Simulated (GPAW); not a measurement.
# WC (Qusongite): optical spectrum from first principles, part 2 of 2

Aim: the dielectric function of WC (Qusongite), and the optical constants that follow from it.

GPAW 26.7.0; DFT, LDA, plane-wave PAW (GPAW data sets), scalar-relativistic, RPA, optical limit.

So far. Step 2 (Ground state): There are states at the Fermi level within the smearing, so the occupations stay smeared and the carriers get a Drude term.

## Step 4: Dielectric function, RPA (continued)

Values under 1 per cm are given as 1; sum at mesh points, not converged in k. Absorption coefficient against photon energy:

| photon energy (eV) | E ∥ x (1/cm) | E ∥ z (1/cm) |
| --- | --- | --- |
| 0.492 | 1.4e5 | 28072 |
| 1.010 | 79590 | 1.1e5 |
| 1.486 | 1.0e5 | 1.4e5 |
| 1.985 | 2.4e5 | 3.0e5 |
| 2.508 | 3.4e5 | 4.5e5 |
| 3.018 | 5.7e5 | 7.2e5 |
| 3.510 | 7.2e5 | 9.3e5 |
| 3.980 | 9.2e5 | 1.0e6 |
| 4.516 | 1.1e6 | 9.3e5 |
| 4.981 | 1.2e6 | 1.2e6 |
| 5.515 | 1.1e6 | 1.2e6 |
| 6.021 | 1.1e6 | 1.5e6 |
| 6.494 | 1.3e6 | 1.4e6 |
| 6.985 | 1.5e6 | 1.6e6 |
| 7.496 | 1.8e6 | 2.4e6 |
| 8.026 | 2.0e6 | 2.5e6 |
| 8.516 | 2.3e6 | 2.2e6 |
| 9.023 | 2.2e6 | 2.1e6 |
| 9.483 | 2.1e6 | 1.8e6 |
| 10.026 | 2.2e6 | 1.8e6 |
| 10.519 | 2.1e6 | 1.7e6 |
| 11.029 | 2.3e6 | 1.8e6 |
| 11.479 | 2.3e6 | 1.8e6 |
| 12.023 | 2.5e6 | 2.1e6 |
| 12.504 | 2.2e6 | 2.2e6 |
| 13.000 | 2.0e6 | 2.4e6 |
| 13.512 | 1.9e6 | 2.4e6 |

Sum at mesh points, not converged in k. Reflectivity at normal incidence against photon energy; read off at these points:

| photon energy (eV) | E ∥ x (%) | E ∥ z (%) |
| --- | --- | --- |
| 0.500 | 56.7 | 31.1 |
| 0.750 | 33.9 | 41.4 |
| 1.000 | 32.8 | 45.6 |
| 1.250 | 35.8 | 44.9 |
| 1.500 | 38.8 | 40.1 |
| 1.750 | 41.8 | 44.9 |
| 2.000 | 40.9 | 45.0 |
| 2.250 | 42.3 | 46.6 |
| 2.500 | 41.0 | 46.7 |
| 2.750 | 43.2 | 47.7 |
| 3.000 | 44.7 | 49.4 |
| 3.179 | 44.6 | 50.0 |
| 3.250 | 45.2 | 49.6 |
| 3.343 | 46.2 | 49.0 |
| 3.500 | 43.5 | 49.0 |
| 3.750 | 45.2 | 49.1 |
| 4.000 | 45.0 | 45.2 |
| 4.250 | 44.2 | 39.3 |
| 4.500 | 46.2 | 41.0 |
| 4.607 | 46.9 | 41.1 |
| 4.750 | 45.7 | 40.8 |
| 5.000 | 43.7 | 45.6 |
| 5.250 | 41.9 | 44.8 |
| 5.500 | 39.2 | 41.7 |
| 5.750 | 38.1 | 43.9 |
| 6.000 | 36.4 | 45.8 |
| 6.250 | 34.6 | 42.2 |
| 6.500 | 38.5 | 41.3 |
| 6.750 | 39.0 | 39.7 |
| 7.000 | 41.4 | 43.2 |
| 7.250 | 43.8 | 48.9 |
| 7.500 | 43.6 | 55.6 |
| 7.750 | 44.3 | 57.2 |
| 8.000 | 45.8 | 60.2 |
| 8.147 | 48.0 | 61.8 |
| 8.250 | 48.6 | 60.7 |
| 8.500 | 50.3 | 57.2 |
| 8.704 | 51.6 | 56.0 |
| 8.750 | 51.6 | 55.8 |
| 9.000 | 50.2 | 54.2 |
| 9.250 | 50.0 | 49.7 |
| 9.500 | 47.4 | 44.0 |
| 9.750 | 47.8 | 46.4 |
| 10.000 | 47.2 | 45.4 |
| 10.250 | 47.3 | 36.6 |
| 10.500 | 44.8 | 35.4 |
| 10.750 | 46.4 | 31.2 |
| 10.955 | 48.2 | 30.7 |
| 11.000 | 48.1 | 31.8 |
| 11.250 | 46.2 | 30.2 |
| 11.500 | 46.3 | 31.1 |
| 11.750 | 51.9 | 34.0 |
| 12.000 | 54.7 | 36.4 |
| 12.250 | 57.5 | 38.2 |
| 12.342 | 58.4 | 37.7 |
| 12.500 | 56.5 | 37.3 |
| 12.750 | 54.1 | 41.6 |
| 13.000 | 51.1 | 43.9 |
| 13.250 | 45.4 | 42.7 |
| 13.500 | 43.6 | 43.1 |
| 13.750 | 38.1 | 43.8 |

The Im ε, E ∥ x has structure finer than the step of the table below, so its rows give means over 0.5 eV, whole bins alone (the curve runs from 0.305 to 14.0 eV). Peaks (eV: height): without local fields 3.34: 17.4, 3.81: 17.1, 7.21: 12.6; with local fields 3.34: 17.4, 3.85: 17.2, 7.15: 12.3.

Sum at mesh points, not converged in k. Im ε, E ∥ x against photon energy; means over each step:

| photon energy (eV) | without local fields | with local fields |
| --- | --- | --- |
| 1.0 | 6.09 | 6.05 |
| 1.5 | 6.05 | 5.97 |
| 2.0 | 10.2 | 10.0 |
| 2.5 | 11.6 | 11.4 |
| 3.0 | 15.2 | 15.0 |
| 3.5 | 15.7 | 15.8 |
| 4.0 | 16.0 | 16.1 |
| 4.5 | 15.2 | 15.6 |
| 5.0 | 12.1 | 12.6 |
| 5.5 | 10.1 | 10.4 |
| 6.0 | 9.25 | 9.25 |
| 6.5 | 10.5 | 10.3 |
| 7.0 | 12.0 | 11.8 |
| 7.5 | 11.9 | 11.5 |
| 8.0 | 12.0 | 11.4 |
| 8.5 | 10.4 | 10.0 |
| 9.0 | 7.87 | 7.66 |
| 9.5 | 6.49 | 6.36 |
| 10.0 | 5.72 | 5.71 |
| 10.5 | 5.17 | 5.18 |
| 11.0 | 4.69 | 4.72 |
| 11.5 | 4.41 | 4.51 |
| 12.0 | 3.35 | 3.50 |
| 12.5 | 2.22 | 2.31 |
| 13.0 | 1.85 | 1.86 |
| 13.5 | 1.86 | 1.80 |

The loss function −Im 1/ε at q → 0 has structure finer than the step of the table below, so its rows give means over 0.5 eV, whole bins alone (the curve runs from 0.305 to 14.0 eV). Peaks (eV: height): E ∥ x 0.56: 0.143; E ∥ z 0.37: 0.138, 6.60: 0.0916, 10.74: 0.269.

Sum at mesh points, not converged in k. Loss function −Im 1/ε at q → 0 against energy loss; means over each step:

| energy loss (eV) | E ∥ x | E ∥ z |
| --- | --- | --- |
| 1.0 | 0.0387 | 0.0142 |
| 1.5 | 0.0190 | 0.0199 |
| 2.0 | 0.0256 | 0.0205 |
| 2.5 | 0.0302 | 0.0263 |
| 3.0 | 0.0340 | 0.0327 |
| 3.5 | 0.0443 | 0.0446 |
| 4.0 | 0.0514 | 0.0662 |
| 4.5 | 0.0591 | 0.0652 |
| 5.0 | 0.0776 | 0.0602 |
| 5.5 | 0.0930 | 0.0726 |
| 6.0 | 0.0992 | 0.0768 |
| 6.5 | 0.0846 | 0.0882 |
| 7.0 | 0.0803 | 0.0708 |
| 7.5 | 0.0866 | 0.0602 |
| 8.0 | 0.0867 | 0.0684 |
| 8.5 | 0.0903 | 0.0958 |
| 9.0 | 0.107 | 0.127 |
| 9.5 | 0.127 | 0.170 |
| 10.0 | 0.139 | 0.202 |
| 10.5 | 0.155 | 0.250 |
| 11.0 | 0.156 | 0.244 |
| 11.5 | 0.161 | 0.219 |
| 12.0 | 0.148 | 0.193 |
| 12.5 | 0.177 | 0.193 |
| 13.0 | 0.253 | 0.189 |
| 13.5 | 0.344 | 0.210 |

Optical constants at common wavelengths, from n + ik = √ε:

| wavelength (nm) | n x | k x | R (%) x | 1/α x | n z | k z | R (%) z | 1/α z |
| --- | --- | --- | --- | --- | --- | --- | --- | --- |
| 1550 | 3.12 | 1.277 | 32.9 | 97 nm | 4.71 | 0.454 | 42.6 | 272 nm |
| 1064 | 3.76 | 0.705 | 35.1 | 120 nm | 4.71 | 1.052 | 44.1 | 81 nm |
| 800 | 4.21 | 0.741 | 39.2 | 86 nm | 4.34 | 0.793 | 40.4 | 80 nm |
| 405 | 4.12 | 1.848 | 44.4 | 17 nm | 4.38 | 2.379 | 49.4 | 14 nm |
| 365 | 3.84 | 2.201 | 45.7 | 13 nm | 3.88 | 2.546 | 48.8 | 11 nm |
| 308 | 3.50 | 2.285 | 45.0 | 11 nm | 2.89 | 2.392 | 44.6 | 10 nm |
| 193 | 2.80 | 1.826 | 37.0 | 8.4 nm | 2.55 | 2.201 | 41.5 | 7.0 nm |

In reflection the computed colour is light grey: x = 0.308, y = 0.326, luminous reflectivity 44 %.

## Step 5: Summary of results

At this level (LDA, RPA) WC is a metal. The mesh is too coarse to trust the carriers' weight, the reflectivity or the colour to better than tens of per cent. In reflection the computed colour is light grey: x = 0.308, y = 0.326, luminous reflectivity 44 %. The carriers' damping of 0.05 eV is typed, not computed; it shapes the response at the lowest energies. Spin-orbit coupling is left out although heavy atoms are present. In this version of GPAW the matrix elements of the optical limit are incomplete, which can lower ε − 1 by up to a tenth where first-row anions or d states rule, and shift it by more in d metals. GPAW's carrier term has the form −ωp²/(ω + i·rate)², which damps like twice the rate and fails at low energy, so the curves leave the lowest energies out. The sum runs over mesh points 0.18 Å⁻¹ apart with no interpolation, so peaks are partly noise of the mesh, and the Drude plasma energy, a sum over the Fermi surface, isn't converged.

[Hosts, paths, dates, database ids (printed as entryN), source tags and the programs' standing remarks are cut or masked in the printed files.]
